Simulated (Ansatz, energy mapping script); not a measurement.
# ScNiO2 in a distorted infinite layer structure: energy mapping under PBEsol+U (5.7 eV) (plane buckled by 5°)

Wanted: the magnetic order of ScNiO2 in a distorted infinite layer structure, its couplings and an estimate of its ordering temperature, by PBEsol+U (5.7 eV).

Main program and level: Ansatz 0.2.0; PBEsol with U = 5.7 eV on Ni d, ortho-atomic projectors; plane waves, U on orthogonalised atomic orbitals unless named otherwise, collinear spin, no spin–orbit coupling.

### 1. Set-up

Symmetry: P-4m2, No. 115, tetragonal system. Conventional cell: a = 3.754 Å, b = 3.754 Å, c = 2.839 Å, α = 90.00°, β = 90.00°, γ = 90.00°. Nearest to Sc lie 8 O at 2.26 to 2.46 Å. Nearest to Ni lie 4 O at 1.88 Å. O has 2 Ni at 1.88 Å and 4 Sc at 2.26 to 2.46 Å nearest. infinite layer prototype, lattice guessed from radii. Farther neighbours and most contacts between anions are not listed.

This cell was built for the study (infinite layer prototype, lattice guessed from radii), not taken from an experiment; the compound need not form in this structure.

The parent cell was relaxed beforehand in Ansatz under PBEsol with U = 5.4 eV on Ni d, ortho-atomic projectors, from parallel moments.

This cell differs from the relaxed one by: plane buckled by 5°. The bonds from the magnetic cation to the anions keep their length, so the cell shrinks in the plane.

The U corrects the self-interaction that lets semilocal functionals spread d and f electrons too far. Its value here is typed, not computed.

### 2. Seed run in the crystal's own cell

A corrected shell can settle in several orbital fillings. One parallel run, with an occupation width a fifth wider than the orders use, therefore is to supply the occupation matrices. All orders start from them.

The input, input.yaml:

```yaml
crystal:
  lattice:
    - [3.7538686725, 0.0, 0.0]
    - [0.0, 3.7538686725, 0.0]
    - [0.0, 0.0, 2.839072002]
  atoms:
    - { symbol: Sc, position: [0.5, 0.5, 0.5] }
    - { symbol: Ni, position: [0.0, 0.0, 0.0], spin: 2.0 }
    - { symbol: O, position: [0.5, 0.0, 0.05783949] }
    - { symbol: O, position: [0.0, 0.5, 0.94216051] }
magnetization:
  spin_polarized: true
kpoints:
  mp_grid: { grid: [10, 10, 13] }
hamiltonian:
  xc: pbesol
  hubbard:
    sites: [{ species: Ni, l: d, u_eff: 5.7 }]
    projectors: ortho-atomic
scf:
  occupations: { method: fermi_dirac, width: 0.06 }
output:
  eigenvalues: true
```

Run with:

```bash
ansatz run input.yaml --threads 4 --pin off --max-ram 8192MiB --backend cpu --events-out ev --progress --plain --runs-dir out
```

Numbers of over 12 decimals in the logs are rounded to 6 here.

Output:

```text
Engine: ansatz 0.2.0, aarch64-unknown-linux-gnu
Pseudopotentials: kind: paw
Pseudopotential: Sc, paw, valence charge 11, recommended cutoff 420 eV (normal), Sc.paw.azcp
Pseudopotential: Ni, paw, valence charge 18, recommended cutoff 420 eV (normal), Ni.paw.azcp
Pseudopotential: O, paw, valence charge 6, recommended cutoff 420 eV (normal), O.paw.azcp
Functional definition: PBEsol
  exchange = pbesol_x
  correlation = pbesol_c
Crystal: 4 atoms, lattice volume = 40.007 Å³
Basis set: ecut = 420 eV, 777 PW (Γ)
Bands: 26, of which v1, the nominal top of the filled ones, is band 21 counted from 1 (20 counted from 0)
Symmetry: 8 space group operations
Space group: P-4m2 (ITA 115), of the structure as read, at distance tolerance 3.4e-5 Å
Magnetic group: BNS 115.283 (UNI 943), of the structure as read, at distance tolerance 3.4e-5 Å
k-points: 147 of 1300 (time reversal used)
Non-local potential: Sc, projectors of the file, l = 0: 3, l = 1: 2, l = 2: 3, l = 3: 1
Non-local potential: Ni, projectors of the file, l = 0: 3, l = 1: 2, l = 2: 3, l = 3: 1
Non-local potential: O, projectors of the file, l = 0: 2, l = 1: 2, l = 2: 1
PAW form: soft (Blöchl's): semilocal exchange-correlation on the pseudo side does not see the compensation charge
PAW frozen core: Sc, regenerated for the run's functional, and the local potential with it (the file was generated under x = pbe(κ = 0.804, μ = 0.219515), c = pbe(β = 0.066725))
PAW frozen core: Ni, regenerated for the run's functional, and the local potential with it (the file was generated under x = pbe(κ = 0.804, μ = 0.219515), c = pbe(β = 0.066725))
PAW frozen core: O, regenerated for the run's functional, and the local potential with it (the file was generated under x = pbe(κ = 0.804, μ = 0.219515), c = pbe(β = 0.066725))
PAW one-centre angular grid: Sc, 590 points (default); XC on 64 Gauss nodes
PAW one-centre angular grid: Ni, 590 points (default); XC on 64 Gauss nodes
PAW one-centre angular grid: O, 110 points (default); XC on 64 Gauss nodes
Initial density: superposition of atomic densities (chi_scale 0.1, normalization cell, long waves kept (reshape's long-wave potential 0.00 eV rms))
Starting moments: Σ|m| = 2 μB on 1 of 4 sites
Initial wavefunctions: pseudopotential atomic-orbital guess
Functional: x = pbesol(κ = 0.804, μ = 0.123457), c = pbesol(β = 0.046)
SCF iter   1: F=—  HF=-9041.073730 eV  |F-HF|=—  |Δ(HF+E_count)|=         —  Δρ=2.51e-1 (↑5.28e-2 ↓2.51e-1)  dr2=2.44e1  dr2_m=4.68e0  M=0.461 μB ∫|m|=0.530 μB  β_m=0.30  ethr=3.10e-3  ⟨swp⟩=4.5  Hψ=26305  notcnv=0
preconditioner: auto → Kerker (q_TF=auto, 2.739 Å⁻¹)  [metal: Δε(μ)=0.009 eV  Ē_g=14.207 eV  σ=0.060 eV  W_gap=0.04  n_scr=10 (ndim 8)  ℏωp=32.7 eV  f_vac=0.000  D(μ)=0.86/eV (n_scr^D=4)]
[...]
SCF iter   8: F=—  HF=-9039.045720 eV  |F-HF|=—  |Δ(HF+E_count)|=   8.54e-2  Δρ=5.76e-3 (↑3.23e-3 ↓5.76e-3)  dr2=1.77e-2  dr2_m=1.07e-3  M=0.784 μB ∫|m|=0.865 μB  β_m=0.63  ethr=2.29e-5  ⟨swp⟩=2.7  Hψ=15369  notcnv=0  defer=169
SCF iter   9: F=—  HF=-9039.043891 eV  |F-HF|=—  |Δ(HF+E_count)|=   1.83e-3  Δρ=2.33e-3 (↑2.33e-3 ↓1.25e-3)  dr2=1.09e-3  dr2_m=8.13e-4  M=0.775 μB ∫|m|=0.862 μB  β_m=0.69  ethr=2.29e-5  ⟨swp⟩=2.1  Hψ=15676  notcnv=0  defer=196
[...]
SCF 1 converged in 16 iterations: F = -9039.043839 eV  dr2 = 1.58e-9
[...]
Symmetry: 1 space group operations
k-points: 652 of 1300 (time reversal used)
[...]
spin=Collinear: Kerker preconditioning applied to the charge; magnetization (m = ρ↑ − ρ↓) channel mixes plain (no charge-response kernel on spin).
[...]
SCF 2 converged in 13 iterations: F = -9039.043839 eV  dr2 = 5.57e-9
an SCF from ferromagnetic starting moments (0.00, 2.00, 0.00, 0.00 Bohr magnetons, atom by atom) closed no lower than the state that the run had reached (+0.00 meV in free energy), which stands; the SCF set out from the atoms and, under a Hubbard term, can stand on another filling of the shells than the run's state, so that by this SCF it is not known whether that order lies lower
SCF converged after 16 iterations
Magnetization: 0.7817 μB (20.8908 up, 20.1092 down)
Absolute magnetization: 0.8564 μB (∫|ρ↑−ρ↓|, with the PAW one-centre terms)
Spin contamination: 0.0452 ħ² per cell (⟨S²⟩ above its minimum at these occupations)
Per-site moments (μB) at R_I (Å): [(0.00190804, 0.931440), (0.746714, 0.777193), (-0.000281026, 0.777193), (-0.000281026, 0.777193)]
Free energy (F): -9039.043839 eV
Harris-Foulkes:  -9039.043839 eV  (|F-HF|=9.28e-11)
Internal energy: -9039.033115 eV  (E = F + TS)
E sigma→0 (E₀):  -9039.038477 eV
Entropy (-TS):   -0.010725 eV (-2.681 meV/atom)
Fermi energy:    14.527613 eV
--- Per-component energies (eV) ---
  E_band       = -428.244665
  E_kinetic    = 897.485337
  E_local      = -5345.482739  (includes V_loc(G=0)·N_el)
  E_nonlocal   = 826.945166
  E_hartree    = 2181.737005
  E_xc         = -334.830126
  E_vxc        = -426.733621  (∫ρ·V_xc dr)
  E_hubbard    = 1.548153  (on-site DFT+U / exact-exchange correction)
  E_vhub       = -21.887399  (the Hubbard potential's part of the band-sum identity)
  E_paw        = -2838.223569  (= ΣΔE_a)
  E_vpaw       = -722.053123  (= ΣTr[D̂ρ^β])
  E_aug_tail   = 0.005190  (compensation charges beyond the density's cutoff)
  E_ewald      = -4428.614422
  E_core_change = 0.396890  (= ΣΔE_core)
  E_smearing   = -0.010725  (= −TS)
  E_closure    = 0.000000  (closes the sum)
  Σ components = -9039.043839   (vs F -9039.043839, Δ=0.00e0)
--- Band table (eV; the first three rows and the last of 294) ---
  k-point 0 ↑: bands = [... 17 lower, 11.6444, 11.6444, 11.7255, 11.7702, 13.7117, 16.3349, 16.6338, 16.7587, ... 1 higher]
  k-point 1 ↑: bands = [... 17 lower, 11.5896, 11.6269, 11.6269, 11.7452, 13.8906, 16.3398, 16.7949, 16.9549, ... 1 higher]
  k-point 2 ↑: bands = [... 17 lower, 11.4160, 11.5792, 11.5792, 11.7214, 14.4304, 16.3538, 17.2100, 17.4210, ... 1 higher]
  k-point 146 ↓: bands = [... 17 lower, 12.8948, 12.8948, 13.4204, 14.2614, 16.1012, 16.1012, 16.8052, 17.6350, ... 1 higher]
Occupation matrices written to <dir>
```

The job ended after 92 s (4 threads of Arm Neoverse V1, shared host; peak memory 1.6 GiB).

Read from the output:

- final state: ferromagnetic
- electrons in the corrected shells: 8.766 e
- largest moment: 0.747 μB

### 3. Run 1 (parallel; cell A, 8 atoms)

The parallel order is the zero of energy for this cell and mesh.

The input, input.yaml:

```yaml
crystal:
  lattice:
    - [3.7538686725, 0.0, 0.0]
    - [0.0, 3.7538686725, 0.0]
    - [0.0, 0.0, 5.678144004]
  atoms:
    - { symbol: Sc, position: [0.5, 0.5, 0.25] }
    - { symbol: Sc, position: [0.5, 0.5, 0.75] }
    - { symbol: Ni, position: [0.0, 0.0, 0.0], spin: 2.0 }
    - { symbol: Ni, position: [0.0, 0.0, 0.5], spin: 2.0 }
    - { symbol: O, position: [0.5, 0.0, 0.028919745] }
    - { symbol: O, position: [0.5, 0.0, 0.528919745] }
    - { symbol: O, position: [0.0, 0.5, 0.471080255] }
    - { symbol: O, position: [0.0, 0.5, 0.971080255] }
magnetization:
  spin_polarized: true
kpoints:
  mp_grid: { grid: [10, 10, 7] }
hamiltonian:
  xc: pbesol
  hubbard:
    sites:
      - { species: Ni, l: d, u_eff: 5.7 }
      - { site: 2, l: d, u_eff: 5.7, starting_ns: [{ spin: up, occupation_matrix: ni2_major }, { spin: down, occupation_matrix: ni2_minor }] }
      - { site: 3, l: d, u_eff: 5.7, starting_ns: [{ spin: up, occupation_matrix: ni2_major }, { spin: down, occupation_matrix: ni2_minor }] }
    projectors: ortho-atomic
    occupation_matrices:
      ni2_major:
        matrix:
          - [0.929, 0.0, 0.0, 0.0, 0.0]
          - [0.0, 0.978, 0.0, 0.0, 0.0]
          - [0.0, 0.0, 0.978, 0.0, 0.0]
          - [0.0, 0.0, 0.0, 0.89, 0.0]
          - [0.0, 0.0, 0.0, 0.0, 0.983]
      ni2_minor:
        matrix:
          - [0.902, 0.0, 0.0, 0.0, 0.0]
          - [0.0, 0.97, 0.0, 0.0, 0.0]
          - [0.0, 0.0, 0.97, 0.0, 0.0]
          - [0.0, 0.0, 0.0, 0.187, 0.0]
          - [0.0, 0.0, 0.0, 0.0, 0.978]
scf:
  occupations: { method: fermi_dirac, width: 0.05 }
output:
  eigenvalues: true
```

Output:

```text
[...]
Crystal: 8 atoms, lattice volume = 80.014 Å³
Basis set: ecut = 420 eV, 1547 PW (Γ)
Bands: 52, of which v1, the nominal top of the filled ones, is band 41 counted from 1 (40 counted from 0)
Symmetry: 16 space group operations
[...]
k-points: 84 of 700 (time reversal used)
[...]
Starting moments: Σ|m| = 4 μB on 2 of 8 sites
[...]
SCF iter   1: F=—  HF=-18084.394555 eV  |F-HF|=—  |Δ(HF+E_count)|=         —  Δρ=2.19e-1 (↑4.83e-2 ↓2.19e-1)  dr2=3.79e1  dr2_m=6.65e0  M=1.551 μB ∫|m|=1.572 μB  β_m=0.30  ethr=3.10e-3  ⟨swp⟩=5.9  Hψ=27342  notcnv=0
[...]
SCF iter  15: F=-18078.085611 eV  HF=-18078.085611 eV  |F-HF|=7.28e-11  |Δ(HF+E_count)|=   1.58e-8  Δρ=1.06e-6 (↑1.06e-6 ↓9.60e-7)  dr2=6.53e-10  dr2_m=6.11e-10  M=1.572 μB ∫|m|=1.718 μB  ethr=1.22e-10  ⟨swp⟩=8.0  Hψ=22602  notcnv=0
SCF 1 converged in 15 iterations: F = -18078.085611 eV  dr2 = 6.53e-10
[...]
SCF converged after 15 iterations
Magnetization: 1.5722 μB (41.7861 up, 40.2139 down)
Absolute magnetization: 1.7174 μB (∫|ρ↑−ρ↓|, with the PAW one-centre terms)
[...]
Per-site moments (μB) at R_I (Å): [(0.00258499, 0.931440), (0.00258499, 0.931440), (0.749074, 0.777193), (0.749074, 0.777193), (-7.35988004604939e-5, 0.777193), (-7.35988004604557e-5, 0.777193), (-7.35988004616457e-5, 0.777193), (-7.359880046166506e-5, 0.777193)]
Free energy (F): -18078.085611 eV
[...]
Internal energy: -18078.071413 eV  (E = F + TS)
E sigma→0 (E₀):  -18078.078512 eV
Entropy (-TS):   -0.014198 eV (-1.775 meV/atom)
Fermi energy:    14.525381 eV
[...]
--- Specified on-site occupations, and those of the state reported ---
  electrons in the specified blocks: 17.5300 specified, 17.5322 found
  site 3 (l=d) ↑: largest change of an orbital's occupation 0.0009; electrons 4.7580 specified, 4.7585 found; spectral distance 0.0010
[...]
site 2 (l=d) ↓: largest change of an orbital's occupation 0.0008; electrons 4.0070 specified, 4.0076 found; spectral distance 0.0010
[...]
--- Band table (eV; the first three rows and the last of 168) ---
  k-point 0 ↑: bands = [... 37 lower, 11.6435, 11.6435, 11.7247, 11.7678, 12.4759, 13.7114, 16.3331, 16.4267, ... 7 higher]
  k-point 1 ↑: bands = [... 37 lower, 11.6043, 11.6284, 11.6284, 11.7456, 12.4044, 13.8654, 16.3374, 16.4217, ... 7 higher]
  k-point 2 ↑: bands = [... 37 lower, 11.4570, 11.5866, 11.5866, 11.7172, 12.2125, 14.3321, 16.3495, 16.4078, ... 7 higher]
  k-point 83 ↓: bands = [... 37 lower, 12.9938, 13.0577, 13.0577, 16.0207, 16.0306, 16.5144, 16.5574, 16.7432, ... 7 higher]
Occupation matrices written to <dir>
```

Wall time 33 s (4 threads); peak memory 0.86 GiB; 2.2 min of CPU time.

Spin moment in the sphere by atom:

```
atom  spin moment in the sphere (μB)
 Sc1                           0.003
 Sc2                           0.003
 Ni3                           0.749
 Ni4                           0.749
  O5                           0.000
  O6                           0.000
  O7                           0.000
  O8                           0.000
```

The run ends ferromagnetic.

### 4. Run 2 (compensated +−; cell A, 8 atoms)

This order reverses 2 of the 2 neighbours at 2.84 Å, 0 of the 4 neighbours at 3.75 Å and 8 of the 8 neighbours at 4.71 Å, counted for an average magnetic atom.

Edit input.yaml of step 3 so:

```diff
@@ -9,3 +9,3 @@
     - { symbol: Ni, position: [0.0, 0.0, 0.0], spin: 2.0 }
-    - { symbol: Ni, position: [0.0, 0.0, 0.5], spin: 2.0 }
+    - { symbol: Ni, position: [0.0, 0.0, 0.5], spin: -2.0 }
     - { symbol: O, position: [0.5, 0.0, 0.028919745] }
@@ -24,3 +24,3 @@
       - { site: 2, l: d, u_eff: 5.7, starting_ns: [{ spin: up, occupation_matrix: ni2_major }, { spin: down, occupation_matrix: ni2_minor }] }
-      - { site: 3, l: d, u_eff: 5.7, starting_ns: [{ spin: up, occupation_matrix: ni2_major }, { spin: down, occupation_matrix: ni2_minor }] }
+      - { site: 3, l: d, u_eff: 5.7, starting_ns: [{ spin: up, occupation_matrix: ni2_minor }, { spin: down, occupation_matrix: ni2_major }] }
     projectors: ortho-atomic
```

Output:

```text
[...]
Crystal: 8 atoms, lattice volume = 80.014 Å³
Basis set: ecut = 420 eV, 1547 PW (Γ)
Bands: 52, of which v1, the nominal top of the filled ones, is band 41 counted from 1 (40 counted from 0)
Symmetry: 8 space group operations
[...]
k-points: 84 of 700 (time reversal used)
[...]
Starting moments: Σ|m| = 4 μB on 2 of 8 sites
Starting magnetic order: antiferromagnet; a translation exchanges its spin sublattices: spin-degenerate at every k-point
[...]
SCF iter   1: F=—  HF=-18084.406338 eV  |F-HF|=—  |Δ(HF+E_count)|=         —  Δρ=1.58e-1 (↑1.58e-1 ↓1.58e-1)  dr2=3.77e1  dr2_m=6.58e0  M=0.000 μB ∫|m|=1.570 μB  β_m=0.30  ethr=3.10e-3  ⟨swp⟩=5.2  Hψ=13233  notcnv=0  defer=7
[...]
SCF iter  15: F=-18078.083744 eV  HF=-18078.083744 eV  |F-HF|=2.58e-10  |Δ(HF+E_count)|=   1.66e-8  Δρ=7.32e-7 (↑7.32e-7 ↓7.32e-7)  dr2=6.40e-10  dr2_m=2.73e-10  M=0.000 μB ∫|m|=1.705 μB  ethr=1.22e-10  ⟨swp⟩=8.5  Hψ=11170  notcnv=0
SCF 1 converged in 15 iterations: F = -18078.083744 eV  dr2 = 6.40e-10
[...]
SCF converged after 15 iterations
Magnetization: 0.0000 μB (41.0000 up, 41.0000 down)
Absolute magnetization: 1.7033 μB (∫|ρ↑−ρ↓|, with the PAW one-centre terms)
[...]
Per-site moments (μB) at R_I (Å): [(8.138133738541707e-19, 0.931440), (-5.414327243078094e-19, 0.931440), (0.748693, 0.777193), (-0.748693, 0.777193), (0.00222926, 0.777193), (-0.00222926, 0.777193), (-0.00222926, 0.777193), (0.00222926, 0.777193)]
Free energy (F): -18078.083744 eV
[...]
Internal energy: -18078.069001 eV  (E = F + TS)
E sigma→0 (E₀):  -18078.076372 eV
Entropy (-TS):   -0.014744 eV (-1.843 meV/atom)
Fermi energy:    14.524692 eV
[...]
--- Specified on-site occupations, and those of the state reported ---
  electrons in the specified blocks: 17.5300 specified, 17.5324 found
[...]
--- Band table (eV; the first three rows and the last of 168) ---
  k-point 0 ↑: bands = [... 37 lower, 11.7760, 11.9401, 11.9401, 12.9254, 13.7494, 16.3574, 16.4278, 16.5077, ... 7 higher]
  k-point 1 ↑: bands = [... 37 lower, 11.7182, 11.9272, 11.9272, 12.8610, 13.8967, 16.3602, 16.4245, 16.6375, ... 7 higher]
  k-point 2 ↑: bands = [... 37 lower, 11.7125, 11.8959, 11.8959, 12.6883, 14.3530, 16.3678, 16.4156, 16.8591, ... 7 higher]
  k-point 83 ↓: bands = [... 37 lower, 12.5922, 13.0307, 13.0307, 15.4978, 16.0188, 16.1883, 16.5071, 16.7405, ... 7 higher]
Occupation matrices written to <dir>
```

It took 18 s on 4 threads; peak memory 0.8 GiB; 69 s of CPU time.

Spin moment in the sphere by atom:

```
atom  spin moment in the sphere (μB)
 Sc1                           0.000
 Sc2                           0.000
 Ni3                           0.749
 Ni4                          -0.749
  O5                           0.002
  O6                          -0.002
  O7                          -0.002
  O8                           0.002
```

The run ends antiferromagnetic, 1.07 meV a magnetic atom above the parallel order of its cell (energies taken at zero occupation width, not the printed F).

### 5. Run 3 (parallel; cell B, 8 atoms)

A new cell needs its own zero of energy.

This run holds the same structure in another cell (a 3.754 → 2.839 Å, c 5.678 → 7.508 Å).

The input, input.yaml:

```yaml
crystal:
  lattice:
    - [0.0, 0.0, 2.839072002]
    - [3.7538686725, 0.0, 0.0]
    - [0.0, 7.507737345, 0.0]
  atoms:
    - { symbol: Sc, position: [0.5, 0.5, 0.25] }
    - { symbol: Sc, position: [0.5, 0.5, 0.75] }
    - { symbol: Ni, position: [0.0, 0.0, 0.0], spin: 2.0 }
    - { symbol: Ni, position: [0.0, 0.0, 0.5], spin: 2.0 }
    - { symbol: O, position: [0.05783949, 0.5, 0.0] }
    - { symbol: O, position: [0.05783949, 0.5, 0.5] }
    - { symbol: O, position: [0.94216051, 0.0, 0.25] }
    - { symbol: O, position: [0.94216051, 0.0, 0.75] }
magnetization:
  spin_polarized: true
kpoints:
  mp_grid: { grid: [13, 10, 5] }
hamiltonian:
  xc: pbesol
  hubbard:
    sites:
      - { species: Ni, l: d, u_eff: 5.7 }
      - { site: 2, l: d, u_eff: 5.7, starting_ns: [{ spin: up, occupation_matrix: ni2_major }, { spin: down, occupation_matrix: ni2_minor }] }
      - { site: 3, l: d, u_eff: 5.7, starting_ns: [{ spin: up, occupation_matrix: ni2_major }, { spin: down, occupation_matrix: ni2_minor }] }
    projectors: ortho-atomic
    occupation_matrices:
      ni2_major:
        matrix:
          - [0.929, 0.0, 0.0, 0.0, 0.0]
          - [0.0, 0.978, 0.0, 0.0, 0.0]
          - [0.0, 0.0, 0.978, 0.0, 0.0]
          - [0.0, 0.0, 0.0, 0.89, 0.0]
          - [0.0, 0.0, 0.0, 0.0, 0.983]
      ni2_minor:
        matrix:
          - [0.902, 0.0, 0.0, 0.0, 0.0]
          - [0.0, 0.97, 0.0, 0.0, 0.0]
          - [0.0, 0.0, 0.97, 0.0, 0.0]
          - [0.0, 0.0, 0.0, 0.187, 0.0]
          - [0.0, 0.0, 0.0, 0.0, 0.978]
scf:
  occupations: { method: fermi_dirac, width: 0.05 }
output:
  eigenvalues: true
```

Output:

```text
[...]
Crystal: 8 atoms, lattice volume = 80.014 Å³
Basis set: ecut = 420 eV, 1577 PW (Γ)
Bands: 52, of which v1, the nominal top of the filled ones, is band 41 counted from 1 (40 counted from 0)
Symmetry: 8 space group operations
[...]
k-points: 126 of 650 (time reversal used)
[...]
Starting moments: Σ|m| = 4 μB on 2 of 8 sites
[...]
k-point 1 ↑: bands = [... 37 lower, 11.8505, 12.1687, 12.2243, 12.7385, 12.9725, 13.7872, 14.4137, 16.3556, ... 7 higher]
  k-point 2 ↑: bands = [... 37 lower, 11.9924, 12.1486, 12.4764, 12.6201, 12.8704, 13.9813, 14.2180, 16.4130, ... 7 higher]
  k-point 125 ↓: bands = [... 37 lower, 12.7803, 13.6615, 13.7188, 14.8638, 15.4861, 16.2505, 16.3863, 16.8835, ... 7 higher]
Occupation matrices written to <dir>
[key lines of the parts left out:]
SCF converged after 15 iterations
Magnetization: 1.5663 μB (41.7831 up, 40.2169 down)
Free energy (F): -18078.084408 eV
Fermi energy:    14.526426 eV
```

Wall time 48 s (4 threads); peak memory 1.1 GiB.

The run ends ferromagnetic. For each magnetic atom its energy differs from the parallel run of the first cell by 0.75 meV, an error that one common reference would have brought in.

(Continued in part 2 of 2.)

[Logs and program files are shortened in this print: banners, set-up blocks, solver, clock and traceback lines can be left out without a mark of their own.]

[Logs are printed without paths, hosts, clocks, repeated set-up lines and the standing remarks that a program may print on its own settings, such as how far it seeks lower states.]

[Hosts, paths, dates, database ids (printed as entryN), source tags and the programs' standing remarks are cut or masked in the printed files.]

[Where a cell is said to come from a database of computed structures, the database is the Materials Project.]
